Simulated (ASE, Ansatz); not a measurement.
# Convergence of a linear-scaling basis for Σ7 (111) twist boundary in Li (162 atoms), part 2 of 2

Aim: test how closely localised support functions follow the reference on Σ7 (111) twist boundary in Li (162 atoms), and at what cost. A setting counts as converged where the r.m.s. difference of forces stays under 1 % of the r.m.s. force.

Ansatz 0.2.0; Kohn-Sham DFT, PBE, PAW (set soft_2), plane waves.

The cell: 162 Li. The host structure and its lattice constant were typed by rule, without a check against the phase diagram. The Brillouin zone is sampled at Γ only, in a cell whose shortest periodic width is 11 Å.

So far. Step 2 (Plane-wave single point): Löwdin charges run from +0.03 to +0.16 e, about a mean that is the spilled charge alone. Among metals such projection charges depend strongly on the orbitals used and are no measure of ionicity. Step 3 (Structure statistics): The first maximum of g(r) stands at about 3.04 Å.

## 3. Structure statistics (continued)

The surroundings of Li86, which bears the longest force, nearest first, numbered as they follow in the input and with coordinates relative to it.

```csv
atom,x,y,z,distance (Å),Löwdin charge (e),Fx,Fy,Fz (eV/Å)
Li86,0.00,0.00,0.00,0.00,0.11,0.42,-1.61,0.81
Li63,-0.35,1.65,-1.05,1.99,0.13,0.02,1.45,-1.12
Li87,-1.83,2.15,1.00,3.00,0.10,-0.44,0.13,0.20
Li89,2.77,0.57,1.00,3.00,0.10,0.04,0.16,0.06
Li96,-0.92,-2.70,0.99,3.02,0.12,0.27,0.34,1.36
Li102,-0.01,-0.02,3.03,3.03,0.09,0.01,0.08,-0.06
Li62,-2.27,-0.46,-2.03,3.08,0.09,-0.02,-0.08,0.10
Li44,0.56,-1.00,-3.02,3.23,0.11,0.00,0.01,0.12
Li81,2.44,1.17,-2.03,3.38,0.08,-0.06,-0.04,-0.12
Li90,0.94,2.71,2.02,3.50,0.11,-0.09,-0.04,-0.13
Li101,1.89,-2.16,2.02,3.51,0.09,-0.07,-0.04,-0.07
Li97,-2.84,-0.53,1.99,3.51,0.11,0.11,-0.08,-0.16
Li64,-1.33,-3.14,-1.00,3.55,0.11,0.06,-0.24,-1.45
```

## 4. Support functions medium

The cell is solved in localised support functions.

This step: Kohn-Sham DFT, PBE, PAW (set soft_2), localised support functions (medium) (Ansatz 0.2.0).

input.yaml

```yaml
crystal:
  lattice:
    - [13.13322, 0.0, 0.0]
    - [-6.56661, 11.3737, 0.0]
    - [0.0, 0.0, 24.31799]
  atoms:
    [... the 162 atom lines of step 2 ...]
kpoints:
  mp_grid: { grid: [1, 1, 1] }
hamiltonian:
  xc: pbe
scf:
  occupations: { method: cold, width: 0.15 }
  eigensolver: { kind: { support_functions: { accuracy: medium } } }
  mixing: { beta: 0.2 }
  max_iter: 150
output:
  forces: true
```

Run with:

```
ansatz run input.yaml --threads 8 --pin off --max-ram 15872MiB --backend cpu --events-out ev --progress --plain --runs-dir out
```

Numbers of over 12 decimals in the logs are rounded to 6 here.

What it wrote:

```text
Warning: scf.eigensolver.kind.support_functions: disabling space-group detection — the functions' gradient is summed over unrotated k-points, so no spatial operation reduces the k-mesh or symmetrises the density; time reversal is kept, so that k and −k are solved as one point where they differ and the mesh holds both, and exact exchange and, on two spinor components, a DFT+U term hold to it where the run has them: [...]
settings of this run that can trade accuracy for cost: scf.eigensolver.kind.support_functions [...]
[...]
Crystal: 162 atoms, lattice volume = 3632.459 Å³
Basis set: ecut = 420 eV, 70847 PW (Γ), exchange–correlation on 180×180×360 points (8 copies of the dense FFT grid, shifted against one another)
Bands: 292, of which v1, the nominal top of the filled ones, is band 243 counted from 1 (242 counted from 0)
Symmetry: 1 space group operations
k-points: 1
[...]
SCF iter   1: F=—  HF=-33134.390475 eV  |F-HF|=—  |Δ(HF+E_count)|=         —  Δρ=7.96e-3  dr2=3.77e1  ethr=1.00e-1
[...]
SCF iter  13: F=-33142.725672 eV  HF=-33142.725673 eV  |F-HF|=7.17e-7  |Δ(HF+E_count)|=   1.51e-4  S|Δr|=    0.00e0  Δρ=3.48e-6  dr2=1.93e-6  ethr=1.40e-9
SCF 1 converged in 13 iterations: F = -33142.728017 eV  dr2 = 1.93e-6
[...]
SCF converged after 13 iterations
[...]
Free energy (F): -33142.728017 eV
[...]
Internal energy: -33142.021126 eV  (E = F + TS)
E sigma→0 (E₀):  -33142.492387 eV
Entropy (-TS):   -0.706891 eV (-4.364 meV/atom)
Fermi energy:    0.738164 eV
[...]
--- Forces (eV/Å), atoms counted from 1 ---
  atom   1  Li    -1.11895885     0.97475141     0.73049910
  atom   2  Li    -0.03864306    -0.30306608     0.26586428
  atom   3  Li    -0.26760412    -0.62526721     0.74289335
  atom   4  Li     0.01373812     0.13990245    -0.07477876
  atom   5  Li     0.11418574    -0.25791519     0.20844349
  atom   6  Li     0.39464364     0.01746414     1.37033284
  atom   7  Li    -0.01579719     0.00484123    -0.09169654
  atom   8  Li    -0.01564165     0.08083776    -0.12315315
  atom   9  Li    -0.01765060    -0.00526691    -0.03465736
  atom  10  Li     0.00730827     0.00054282    -0.05703946
  atom  11  Li     0.02572696     0.27999768     0.03657136
  atom  12  Li     0.03884052     0.00214876    -0.17051532
  atom  13  Li     0.06186481    -0.02068811     0.06187997
  atom  14  Li     0.01066997     0.01724026    -0.07570539
[...]
atom 161  Li     0.14571953     0.39218606    -0.35568999
  atom 162  Li     0.35264481    -0.29958900    -0.39895575
  max |Σ_I F_I| component: 1.76e-3 eV/Å
--- Band table (eV) ---
[...]
guard bands above this table: 24 of the run's 292 bands (output.publish_guard_bands: true publishes all)
[...]
```

It took 76 s on 8 threads of Intel Xeon Platinum 8488C (Sapphire Rapids), shared host; peak memory 4.8 GiB.

The program notes that the band table was not solved further than the SCF left it and it switched symmetry off.

Keys that differ from the reference: support_functions.accuracy = "medium", scf.max_iter = 150 and scf.mixing.beta = 0.2.

Forces differ from the reference by 0.81 meV/Å r.m.s., 0.28 % of their size, well within a tolerance of 1 %; the energy by -0.20 meV/atom. It took 76 s and 13 cycles; the reference's time can't be set against it, since the two runs asked for unlike analyses.

## 5. The ladder side by side

Differences are against the plane-wave reference (Kohn-Sham DFT, PBE, PAW (set soft_2), plane waves), whose r.m.s. force component is 0.284 eV/Å. Energies are set beside the reference only for runs with its functional, potentials and electron count. Times are for 8 threads of Intel Xeon Platinum 8488C (Sapphire Rapids), shared host. The reference's time includes the DOS, the stress and grids, which some other runs skip.

```csv
run,"Δ force, r.m.s. (meV/Å)",share of r.m.s. force (%),Δ energy (meV/atom),cycles,time,host memory (GiB)
reference,-,-,-,8,17 s,4.0
support functions medium,0.806,0.284,-0.203,13,76 s,4.8
```

## 6. What came out

```yaml
free_energy_per_atom: -204.5845 eV/atom
density: 0.514 g/cm³
pressure: -0.5351 GPa
r_m_s_force_component: 0.2835 eV/Å
wall_time_of_the_2_dft_runs: 93 s
```

**Reading.** Against plane waves at 420 eV, the forces differ by 0.81 meV/Å (0.28 %) with support functions medium. At 162 atoms the run with support functions medium takes roughly 4.4 times the time of plane waves (whose run also made extra analyses, so the like-for-like ratio is larger), in 13 SCF cycles against 8. Differences between support functions and plane waves include what basis error the plane-wave run still has.

25 levels are partly filled, by over 2 % (at Γ alone), as in a metal.

**Limits.** The geometry was built by rule, was displaced at random and isn't relaxed at this level: its force components are 0.28 eV/Å r.m.s.

[Logs are printed without paths, hosts, clocks, repeated set-up lines and the standing remarks that a program may print on its own settings, such as how far it seeks lower states.]

[Hosts, paths, dates, database ids (printed as entryN), source tags and the programs' standing remarks are cut or masked in the printed files.]
